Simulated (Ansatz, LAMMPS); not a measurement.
# Amorphous 21HfO2-79Al2O3 (mol %) (110 atoms): geometry optimisation, part 2 of 4

Wanted: the relaxed structure of amorphous 21HfO2-79Al2O3 (mol %) (110 atoms) and its electronic structure.

Ansatz 0.2.0; Kohn-Sham DFT, PBE, PAW (set soft_2), plane waves.

The cell: 5 Hf, 38 Al and 67 O. The quench rate of 50 K/ps far exceeds what a furnace or splat quench reaches. The network of bonds at the start is that of the classical potential that made the cell. Only the Γ point is sampled in the main run, in a cell whose shortest periodic width is 11 Å. Spin–orbit coupling is left out.

So far. Step 3 (Single point at the start): Neighbours are counted within 2.48 Å (O-Al), 2.82 Å (O-Hf).

## Step 4: Cell and atoms relaxed

The cell is relaxed with the atoms, since the starting lattice needn't suit this functional.

The input, input.yaml:

```yaml
crystal:
  lattice:
    - [10.8017, 0.0, 0.0]
    - [0.0, 10.8017, 0.0]
    - [0.0, 0.0, 10.8017]
  atoms:
    [... the 110 atom lines of step 3 ...]
kpoints:
  mp_grid: { grid: [1, 1, 1] }
hamiltonian:
  xc: pbe
scf:
  occupations: { method: fermi_dirac, width: 0.025 }
output:
  forces: true
relax:
  f_tol: 0.04
  max_steps: 250
  cell: {}
```

The run is started by

```sh
$ ansatz run input.yaml --threads 4 --pin off --max-ram 8192MiB --backend cpu --events-out ev --progress --plain --runs-dir out
```

Numbers of over 12 decimals in the logs are rounded to 6 here.

Log:

```text
[...]
Crystal: 110 atoms, lattice volume = 1260.307 Å³
Basis set: ecut = 420 eV, 24573 PW (Γ), exchange–correlation on 150×150×150 points (8 copies of the dense FFT grid, shifted against one another)
Bands: 433, of which v1, the nominal top of the filled ones, is band 323 counted from 1 (322 counted from 0)
Symmetry: 1 space group operations
[...]
k-points: 1
[...]
SCF iter   1: F=—  HF=-137200.488326 eV  |F-HF|=—  |Δ(HF+E_count)|=         —  Δρ=2.52e-3  dr2=7.76e-2  ethr=1.77e-3  ⟨swp⟩=6.0  Hψ=1844  notcnv=0  defer=26
[...]
SCF iter   9: F=-137200.498828 eV  HF=-137200.498828 eV  |F-HF|=3.96e-8  |Δ(HF+E_count)|=   3.14e-7  Δρ=1.76e-6  dr2=5.38e-8  ethr=1.55e-11  ⟨swp⟩=2.0  Hψ=1411  notcnv=0
SCF 1 converged in 9 iterations: F = -137200.498828 eV  dr2 = 5.38e-8
[...]
relax step   1: F+E_penalty+E_count = -137200.49882779 eV  Δ(F+E_penalty+E_count) = +0.000e0 eV  max|allowed force component| = 1.505e0 eV/Å  Δτ_max = 0.0000 Å  P = -0.591 GPa  Ω = 1260.307 Å³  (9 SCF iters, dr2 threshold 1.00e-7 eV, accepted)
[... from here on, the SCF cycles and remarks between the steps are left out ...]
relax step   2: F+E_penalty+E_count = -137201.85737242 eV  Δ(F+E_penalty+E_count) = -1.359e0 eV  max|allowed force component| = 7.414e-1 eV/Å  Δτ_max = 0.1023 Å  P = +0.730 GPa  Ω = 1243.363 Å³  energy of the carried Pulay correction = +7.205e-2 eV  (7 SCF iters, dr2 threshold 1.10e-5 eV, accepted)
relax step   3: F+E_penalty+E_count = -137202.59088202 eV  Δ(F+E_penalty+E_count) = -7.335e-1 eV  max|allowed force component| = 6.598e-1 eV/Å  Δτ_max = 0.0880 Å  P = +0.254 GPa  Ω = 1239.952 Å³  energy of the carried Pulay correction = +8.667e-2 eV  (7 SCF iters, dr2 threshold 1.10e-5 eV, accepted)
relax step   4: F+E_penalty+E_count = -137203.30743356 eV  Δ(F+E_penalty+E_count) = -7.166e-1 eV  max|allowed force component| = 6.909e-1 eV/Å  Δτ_max = 0.2000 Å  P = +0.062 GPa  Ω = 1234.635 Å³  energy of the carried Pulay correction = +1.095e-1 eV  (7 SCF iters, dr2 threshold 1.10e-5 eV, accepted)
relax step   5: F+E_penalty+E_count = -137203.85928321 eV  Δ(F+E_penalty+E_count) = -5.518e-1 eV  max|allowed force component| = 2.513e-1 eV/Å  Δτ_max = 0.2000 Å  P = -0.010 GPa  Ω = 1228.162 Å³  energy of the carried Pulay correction = +1.375e-1 eV  (7 SCF iters, dr2 threshold 1.10e-5 eV, accepted)
relax step   6: F+E_penalty+E_count = -137204.10373101 eV  Δ(F+E_penalty+E_count) = -2.444e-1 eV  max|allowed force component| = 1.312e-1 eV/Å  Δτ_max = 0.2000 Å  P = +0.082 GPa  Ω = 1222.562 Å³  energy of the carried Pulay correction = +1.618e-1 eV  (8 SCF iters, dr2 threshold 3.95e-6 eV, accepted)
relax step   7: F+E_penalty+E_count = -137204.15818395 eV  Δ(F+E_penalty+E_count) = -5.445e-2 eV  max|allowed force component| = 5.201e-2 eV/Å  Δτ_max = 0.0861 Å  P = -0.001 GPa  Ω = 1222.076 Å³  energy of the carried Pulay correction = +1.640e-1 eV  (8 SCF iters, dr2 threshold 1.08e-6 eV, accepted)
relax step   8: F+E_penalty+E_count = -137204.16277845 eV  Δ(F+E_penalty+E_count) = -4.595e-3 eV  max|allowed force component| = 1.749e-2 eV/Å  Δτ_max = 0.0092 Å  P = +0.000 GPa  Ω = 1221.617 Å³  energy of the carried Pulay correction = +1.660e-1 eV  (7 SCF iters, dr2 threshold 1.69e-7 eV, accepted)
relax step   9: F+E_penalty+E_count = -137204.03311684 eV  Δ(F+E_penalty+E_count) = +1.297e-1 eV  max|allowed force component| = 1.821e-2 eV/Å  Δτ_max = 0.0000 Å  P = -0.205 GPa  Ω = 1221.617 Å³  stress off target by 3.00e-1 GPa  SCF on the basis re-selected at this cell (its energy is not comparable with the rows above)  (7 SCF iters)
relax step  10: F+E_penalty+E_count = -137204.04425408 eV  Δ(F+E_penalty+E_count) = -1.114e-2 eV  max|allowed force component| = 1.285e-2 eV/Å  Δτ_max = 0.0072 Å  P = +0.015 GPa  Ω = 1219.453 Å³  energy of the carried Pulay correction = +9.378e-3 eV  (7 SCF iters, dr2 threshold 2.26e-7 eV, accepted)
relax step  11: F+E_penalty+E_count = -137204.03472344 eV  Δ(F+E_penalty+E_count) = +9.531e-3 eV  max|allowed force component| = 1.278e-2 eV/Å  Δτ_max = 0.0000 Å  P = +0.007 GPa  Ω = 1219.453 Å³  stress off target by 1.75e-2 GPa  SCF on the basis re-selected at this cell (its energy is not comparable with the rows above)  (6 SCF iters)
[...]
SCF converged after 6 iterations
Free energy (F): -137204.034723 eV
[...]
Internal energy: -137204.034723 eV  (E = F + TS)
E sigma→0 (E₀):  -137204.034723 eV
Fermi energy:    8.414642 eV
[...]
--- Forces (eV/Å), atoms counted from 1 ---
  atom   1  Hf    -0.00209833    -0.00450690    -0.00885259
  atom   2  Hf     0.00048015     0.00965282     0.00778347
  atom   3  Hf     0.00270798     0.01277988    -0.01049477
  atom   4  Hf     0.00529628    -0.00485752     0.00251599
  atom   5  Hf     0.00377805     0.00288682    -0.00019006
  atom   6  Al    -0.00096975    -0.00032719     0.00083491
  atom   7  Al     0.00261890    -0.00576980     0.00201755
  atom   8  Al    -0.00507283     0.00182474     0.00216916
  atom   9  Al     0.00099132    -0.00584601     0.00005659
  atom  10  Al     0.00095256     0.00097976    -0.00140466
  atom  11  Al     0.00231476    -0.01204562     0.00362647
  atom  12  Al     0.00037574     0.00333111    -0.00365706
  atom  13  Al    -0.00229091    -0.00105658     0.00263731
  atom  14  Al     0.00454231     0.00796175    -0.00813741
[...]
atom 109  O     -0.00556820    -0.00345912     0.00059041
  atom 110  O     -0.00114685     0.00036225     0.00012495
  max |Σ_I F_I| component: 1.29e-4 eV/Å
--- Stress (GPa, compression-positive) ---
        0.007645      -0.000574      -0.003282
       -0.000588       0.003068       0.010299
       -0.003268       0.010301       0.008788
  P = ⅓ Tr σ = 0.0065 GPa (0.065 kbar)
--- Relaxed structure (9 steps of the walk, 9 accepted, 2 SCFs on fresh bases) ---
  F+E_penalty+E_count = -137204.03472344 eV   max|allowed force component| = 1.278e-2 eV/Å   (the final SCF, on the basis selected at the relaxed cell)
  cell:  # Å, volume = 1219.4535 Å³
    - [10.602343, 0.066318, 0.061775]
    - [0.066318, 10.728573, -0.047351]
    - [0.061775, -0.047351, 10.721645]
  atoms:
    - { symbol: Hf, position: [0.106281, 0.108251, 0.706896] }
    - { symbol: Hf, position: [0.957691, 0.068874, 0.233928] }
    - { symbol: Hf, position: [0.267786, 0.836389, 0.709366] }
    - { symbol: Hf, position: [0.046444, 0.408058, 0.899340] }
[...]
- { symbol: O, position: [0.352380, 0.268424, 0.442518] }
```

Wall time 99 s (4 threads of Intel Xeon Platinum 8375C at 2.90GHz (Ice Lake), shared host); peak memory 1.9 GiB; 6.1 min of CPU time.

Relaxation path:

| step | energy less that of the first step (eV) | largest force component (eV/Å) | pressure (GPa) | volume (Å³) |
| --- | --- | --- | --- | --- |
| 1 | 0.0000 | 1.5054 | -0.59 | 1260.31 |
| 2 | -1.3585 | 0.7415 | 0.73 | 1243.36 |
| 3 | -2.0921 | 0.6599 | 0.25 | 1239.95 |
| 4 | -2.8086 | 0.6909 | 0.06 | 1234.64 |
| 5 | -3.3605 | 0.2513 | -0.01 | 1228.16 |
| 6 | -3.6049 | 0.1312 | 0.08 | 1222.56 |
| 7 | -3.6594 | 0.0520 | 0.00 | 1222.08 |
| 8 | -3.6639 | 0.0175 | 0.00 | 1221.62 |
| 9* | -3.5343 | 0.0182 | -0.21 | 1221.62 |
| 10 | -3.5454 | 0.0128 | 0.01 | 1219.45 |
| 11* | -3.5359 | 0.0128 | 0.01 | 1219.45 |

Relaxation steps marked * repeat the geometry before them on a plane-wave basis chosen anew for their cell, so energy and pressure can jump there.

| cell as run | before | after | change |
| --- | --- | --- | --- |
| a (Å) | 10.802 | 10.603 | -1.8 % |
| b (Å) | 10.802 | 10.729 | -0.7 % |
| c (Å) | 10.802 | 10.722 | -0.7 % |
| α (°) | 90.00 | 90.50 | +0.6 % |
| β (°) | 90.00 | 89.34 | -0.7 % |
| γ (°) | 90.00 | 89.29 | -0.8 % |
| volume (Å³/atom) | 11.46 | 11.09 | -3.2 % |

The atoms that moved most (Å, as changes of fractional coordinates times the final cell):

| atom | dx | dy | dz | length |
| --- | --- | --- | --- | --- |
| O57 | -0.403 | -0.387 | 0.165 | 0.582 |
| O104 | -0.009 | 0.066 | 0.499 | 0.503 |
| O79 | 0.025 | -0.003 | -0.451 | 0.452 |
| O73 | 0.283 | 0.038 | -0.301 | 0.415 |
| O105 | -0.394 | 0.046 | -0.087 | 0.406 |
| Al22 | 0.190 | 0.278 | -0.183 | 0.383 |
| O101 | -0.102 | -0.222 | -0.294 | 0.382 |
| Al14 | -0.036 | -0.278 | -0.251 | 0.376 |

The relaxation changed the energy by -32.1 meV/atom, and atoms moved by 0.19 Å r.m.s., 0.58 Å at most.

## Step 5: Local order after relaxation

Bonds before and after, by the cutoffs listed below:

| pair | bonds before | bonds after | mean before (Å) | mean after (Å) | spread before (Å) | spread after (Å) |
| --- | --- | --- | --- | --- | --- | --- |
| O-Al | 170 | 177 | 1.848 | 1.856 | 0.125 | 0.094 |
| O-Hf | 30 | 32 | 2.153 | 2.169 | 0.056 | 0.154 |

Density 4.07 g/cm³, 11.09 Å³ an atom.

Pair distribution functions g(r), in bins of 0.2 Å:

| r (Å) | total | O-O | O-Al | O-Hf | Al-Al | Al-Hf | Hf-Hf |
| --- | --- | --- | --- | --- | --- | --- | --- |
| 1.70 | 1.59 | 0.00 | 3.79 | 0.00 | 0.00 | 0.00 | 0.00 |
| 1.90 | 2.33 | 0.00 | 5.48 | 0.37 | 0.00 | 0.00 | 0.00 |
| 2.10 | 0.68 | 0.00 | 0.62 | 7.49 | 0.00 | 0.00 | 0.00 |
| 2.30 | 0.09 | 0.04 | 0.00 | 1.42 | 0.00 | 0.00 | 0.00 |
| 2.50 | 0.53 | 1.21 | 0.06 | 0.45 | 0.21 | 0.00 | 0.00 |
| 2.70 | 1.16 | 2.71 | 0.13 | 0.20 | 0.71 | 0.00 | 0.00 |
| 2.90 | 1.33 | 2.52 | 0.27 | 0.00 | 2.00 | 1.18 | 0.00 |
| 3.10 | 1.28 | 1.87 | 0.55 | 0.15 | 2.58 | 1.33 | 0.00 |
| 3.30 | 1.12 | 0.82 | 0.96 | 0.26 | 2.87 | 1.64 | 3.41 |
| 3.50 | 0.88 | 0.50 | 1.07 | 0.35 | 1.27 | 2.50 | 0.00 |
| 3.70 | 0.91 | 0.60 | 1.16 | 1.14 | 0.29 | 3.04 | 2.96 |
| 3.90 | 0.95 | 0.65 | 1.37 | 1.34 | 0.35 | 0.34 | 2.65 |
| 4.10 | 1.03 | 0.65 | 1.43 | 1.48 | 0.80 | 0.15 | 2.34 |
| 4.30 | 1.01 | 0.69 | 1.44 | 1.32 | 0.51 | 0.55 | 0.00 |
| 4.50 | 1.01 | 0.67 | 1.36 | 1.64 | 0.76 | 0.38 | 0.00 |
| 4.70 | 1.04 | 1.09 | 1.09 | 1.12 | 0.79 | 0.46 | 0.00 |
| 4.90 | 0.95 | 1.28 | 0.68 | 1.15 | 0.79 | 1.06 | 0.00 |
| 5.10 | 1.07 | 1.24 | 0.77 | 0.84 | 1.62 | 1.38 | 0.00 |

Bonds by pair of elements; cutoffs follow the first minimum of g(r), held within bounds set by covalent radii, and pairs that aren't listed don't count as bonded:

| pair A-B | cutoff (Å) | bonds | mean length (Å) | spread (Å) | shortest (Å) | B about A | A about B |
| --- | --- | --- | --- | --- | --- | --- | --- |
| O-Al | 2.33 | 177 | 1.86 | 0.094 | 1.71 | 2.64 | 4.66 |
| O-Hf | 2.82 | 32 | 2.17 | 0.154 | 1.96 | 0.478 | 6.4 |

How many atoms have how many bonded neighbours:

| element | mean | 2 | 3 | 4 | 5 | 6 | 7 |
| --- | --- | --- | --- | --- | --- | --- | --- |
| Al | 4.66 | 0 | 0 | 18 | 15 | 5 | 0 |
| Hf | 6.4 | 0 | 0 | 0 | 0 | 3 | 2 |
| O | 3.12 | 2 | 55 | 10 | 0 | 0 | 0 |

Bond angles (no mean is given where the spread exceeds 20°):

| angle | count | mean (°) | spread (°) |
| --- | --- | --- | --- |
| O-Al-O | 333 | - | - |
| Al-O-Al | 164 | 114 | 17 |
| O-Hf-O | 87 | - | - |
| Al-O-Hf | 57 | 118 | 16.9 |
| Hf-O-Hf | 6 | 112 | 14.2 |

Oxygen atoms by the number of network formers (Si, P, Ge, B, Al, As, Ga) bound to them:

| network formers bound to O | O atoms | per cent |
| --- | --- | --- |
| 0 | 0 | 0 |
| 1 | 4 | 6 |
| 2 | 23 | 34.3 |
| 3 | 33 | 49.3 |
| 4 | 7 | 10.4 |

Network units: each former by its oxygen neighbours and how many of them bridge to another former:

| former | O neighbours | bridging O | atoms |
| --- | --- | --- | --- |
| Al | 4 | 3 | 2 |
| Al | 4 | 4 | 16 |
| Al | 5 | 4 | 2 |
| Al | 5 | 5 | 13 |
| Al | 6 | 6 | 5 |

Bond length by coordination (bonds to H left out):

| element | coordination | atoms | mean bond length (Å) |
| --- | --- | --- | --- |
| Al | 4 | 18 | 1.79 |
| Al | 5 | 15 | 1.89 |
| Al | 6 | 5 | 1.95 |
| Hf | 6 | 3 | 2.12 |
| Hf | 7 | 2 | 2.23 |
| O | 2 | 2 | 1.73 |
| O | 3 | 55 | 1.89 |
| O | 4 | 10 | 2.00 |

For some of the pairs, g(r) has its first main peak near 2.8 Å (O-O), 1.8 Å (O-Al), 2.1 Å (O-Hf), 3.2 Å (Al-Al) and 3.6 Å (Al-Hf). With the cutoffs above, 47 % of Al atoms have 4, 60 % of Hf atoms have 6 and 82 % of O atoms have 3 bonded neighbours. Counting bonds to Al alone, not to Hf, 34 % of the oxygens join two of these atoms and 6 % one; 49 % join three; 10 % join four. The commonest Al unit has 4 oxygens, 4 of them shared with other formers (16 of 38 atoms).

(Part 2 of 4 ends here.)

[Logs are printed without paths, hosts, clocks, repeated set-up lines and the standing remarks that a program may print on its own settings, such as how far it seeks lower states.]

[Hosts, paths, dates, database ids (printed as entryN), source tags and the programs' standing remarks are cut or masked in the printed files.]
